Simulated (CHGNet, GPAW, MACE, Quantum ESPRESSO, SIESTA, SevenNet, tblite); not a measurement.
# Twisted Ti3C2O2 MXene bilayer, 38.21° (98 atoms): atom by atom

The starting structure: Ti3C2O2 MXene (a = 3.04 Å) under Ti3C2O2 MXene (a = 3.04 Å), bilayer, commensurate cell of 7 unit cells a layer, twist 38.21 deg; facing planes 2.85 Å apart; 14 Å of vacuum; layers as built, displaced by a Gaussian of 0.01 Å. Then every atom was moved at random, 0.02 Å r.m.s. a Cartesian component.

Calculated values (MACE MPA-0 medium, machine-learned interatomic potential MACE MPA-0 medium, trained on PBE(+U) plane-wave data; its forces lie 72 % r.m.s. from those of plane-wave PBE on this cell; published weights, no electronic structure) for the built cell with every atom moved at random.

Cell vectors (Å):

```
8.043 0.000 0.000
-4.022 6.966 0.000
0.000 0.000 30.650
```

Positions (Å):

```
1 Ti 0.018 0.013 10.478
2 C 0.582 1.652 11.734
3 C 1.684 0.325 9.181
4 Ti 1.704 0.345 12.994
5 Ti 0.589 1.634 7.885
6 O -4.005 6.965 13.906
7 O 8.010 0.023 7.006
8 Ti -0.573 2.950 10.488
9 C 0.012 4.639 11.734
10 C 1.141 3.294 9.185
11 Ti 1.150 3.301 12.996
12 Ti 0.027 4.655 7.904
13 O -0.564 3.002 13.881
14 O -0.625 3.001 6.970
15 Ti -1.147 5.949 10.467
16 C 3.459 0.591 11.745
17 C 0.568 6.281 9.201
18 Ti 0.536 6.275 13.022
19 Ti 3.461 0.681 7.889
20 O -1.127 5.941 13.899
21 O -1.168 5.957 6.996
22 Ti 2.319 1.999 10.436
23 C 2.869 3.617 11.713
24 C 3.981 2.331 9.163
25 Ti 4.030 2.335 13.016
26 Ti 2.854 3.618 7.919
27 O 2.293 2.021 13.925
28 O 2.299 1.977 7.003
29 Ti 1.715 4.960 10.437
30 C 2.278 6.656 11.702
31 C 3.429 5.270 9.169
32 Ti 3.444 5.309 13.012
33 Ti 2.308 6.654 7.915
34 O 1.704 4.992 13.887
35 O 1.738 5.034 6.985
36 Ti 5.207 1.025 10.487
37 C 5.715 2.641 11.699
38 C 6.875 1.325 9.189
39 Ti 6.923 1.314 12.978
40 Ti 5.775 2.699 7.897
41 O 5.182 0.991 13.925
42 O 5.177 1.001 7.007
43 Ti 4.588 4.015 10.479
44 C -2.855 5.617 11.711
45 C -1.703 4.277 9.197
46 Ti -1.760 4.304 13.011
47 Ti -2.884 5.670 7.876
48 O 4.572 3.937 13.896
49 O 4.624 3.977 7.014
50 Ti 5.736 1.942 20.166
51 C 4.568 0.691 21.449
52 C 4.040 2.300 18.933
53 Ti 3.988 2.275 22.748
54 Ti 4.603 0.648 17.630
55 O 5.740 2.006 23.668
56 O 5.763 1.978 16.781
57 Ti 3.460 4.006 20.214
58 C 2.297 2.670 21.493
59 C 1.719 4.303 18.906
60 Ti 1.733 4.319 22.759
61 Ti 2.305 2.644 17.661
62 O 3.444 3.967 23.611
63 O 3.434 3.992 16.760
64 Ti 2.879 0.989 20.163
65 C -2.299 6.660 21.496
66 C 1.184 1.286 18.898
67 Ti 1.101 1.322 22.795
68 Ti -2.290 6.661 17.646
69 O 2.903 1.018 23.640
70 O 2.833 0.974 16.732
71 Ti 1.151 5.943 20.197
72 C -0.009 4.618 21.475
73 C -0.574 6.283 18.942
74 Ti -0.567 6.281 22.771
75 Ti -0.014 4.661 17.621
76 O 1.139 5.988 23.664
77 O 1.136 5.999 16.716
78 Ti 0.603 3.027 20.208
79 C -0.586 1.655 21.475
80 C -1.154 3.294 18.919
81 Ti -1.145 3.342 22.755
82 Ti -0.568 1.693 17.661
83 O 0.562 2.987 23.687
84 O 0.554 3.013 16.749
85 Ti 4.020 6.951 20.200
86 C 2.853 5.616 21.504
87 C 6.310 0.322 18.929
88 Ti 6.319 0.338 22.742
89 Ti 2.893 5.642 17.634
90 O 0.031 0.052 23.684
91 O -4.007 6.963 16.760
92 Ti -1.705 4.954 20.193
93 C 5.171 3.686 21.432
94 C 4.603 5.304 18.901
95 Ti 4.592 5.289 22.745
96 Ti 5.205 3.688 17.680
97 O -1.736 4.936 23.645
98 O -1.706 4.958 16.711
```

Q: Give the force on every atom.

Columns: atom, fx, fy, fz (forces in eV/Å).

```
1 -0.175 -0.187 -0.364
2 -0.001 -0.110 -0.779
3 0.261 0.013 0.894
4 0.523 0.049 0.326
5 -0.313 0.563 -0.092
6 -0.172 -0.150 -0.112
7 0.354 -0.224 -0.413
8 -0.077 0.366 -0.508
9 -0.183 -0.126 -0.899
10 0.071 0.111 0.837
11 0.025 0.206 0.357
12 -0.141 -0.036 -0.527
13 -0.259 -0.203 0.177
14 0.690 -0.052 0.100
15 0.148 0.086 -0.243
16 -0.224 0.635 -0.919
17 -0.033 0.097 0.818
18 0.417 0.569 0.209
19 0.138 -0.333 -0.271
20 -0.564 0.114 0.271
21 0.160 0.154 0.031
22 -0.019 -0.190 0.000
23 0.068 0.254 -0.562
24 0.167 -0.207 1.250
25 -0.141 -0.861 0.131
26 0.239 0.585 -0.569
27 0.030 -0.337 -0.135
28 -0.072 -0.005 -0.428
29 0.022 0.167 0.023
30 0.377 -0.268 -0.496
31 0.159 0.359 1.236
32 -0.264 0.022 0.036
33 -0.481 -0.191 -0.375
34 0.453 -0.343 0.186
35 -0.162 -0.543 0.091
36 -0.367 -0.398 -0.362
37 0.250 0.112 -0.391
38 0.265 0.010 1.096
39 -0.600 0.038 0.609
40 -0.248 -0.317 -0.427
41 -0.002 0.016 -0.327
42 -0.136 0.043 0.015
43 0.011 -0.281 -0.401
44 -0.338 0.142 -0.442
45 -0.187 0.331 0.936
46 0.490 -0.021 0.161
47 0.109 -0.452 -0.180
48 0.140 0.595 0.419
49 -0.389 0.212 -0.147
50 0.093 0.276 0.386
51 0.321 -0.471 -0.769
52 -0.269 0.166 0.614
53 0.630 0.502 0.265
54 -0.027 0.272 -0.281
55 -0.039 -0.155 -0.296
56 -0.149 0.176 -0.272
57 0.028 -0.297 0.005
58 -0.064 -0.050 -1.375
59 0.018 0.077 0.943
60 -0.166 -0.150 0.460
61 0.010 0.199 -0.417
62 0.079 0.084 0.528
63 0.161 -0.170 -0.094
64 -0.067 -0.007 0.423
65 -0.080 -0.260 -1.182
66 -0.278 0.390 1.084
67 0.461 0.276 0.009
68 -0.134 -0.434 -0.279
69 -0.450 -0.511 0.433
70 0.533 0.266 -0.112
71 -0.098 0.212 -0.004
72 0.104 0.295 -1.060
73 0.066 0.093 0.540
74 -0.195 0.221 0.121
75 0.235 -0.008 -0.115
76 0.055 -0.077 0.144
77 0.145 -0.236 0.103
78 -0.110 -0.448 0.109
79 0.172 -0.126 -1.023
80 0.130 0.273 0.807
81 -0.111 -0.690 0.381
82 0.026 -0.241 -0.357
83 0.017 0.127 -0.058
84 0.313 -0.260 -0.094
85 0.106 0.249 0.140
86 0.174 0.312 -1.325
87 0.059 -0.059 0.770
88 -0.013 0.314 0.548
89 -0.228 -0.017 -0.295
90 -0.547 -0.703 0.102
91 -0.169 0.110 0.038
92 -0.178 0.120 0.179
93 0.036 -0.156 -0.722
94 -0.108 -0.025 1.031
95 0.015 0.247 0.260
96 -0.348 -0.343 -0.581
97 0.027 0.523 0.367
98 -0.202 0.100 0.076
```

The functional has no dispersion term, which matters for the binding between molecules or layers.

The r.m.s. force component is 0.393 eV/Å; the longest force, 1.38 eV/Å, acts on C58.

[Logs are printed without paths, hosts, clocks, repeated set-up lines and the standing remarks that a program may print on its own settings, such as how far it seeks lower states.]

[Hosts, paths, dates, database ids (printed as entryN), source tags and the programs' standing remarks are cut or masked in the printed files.]
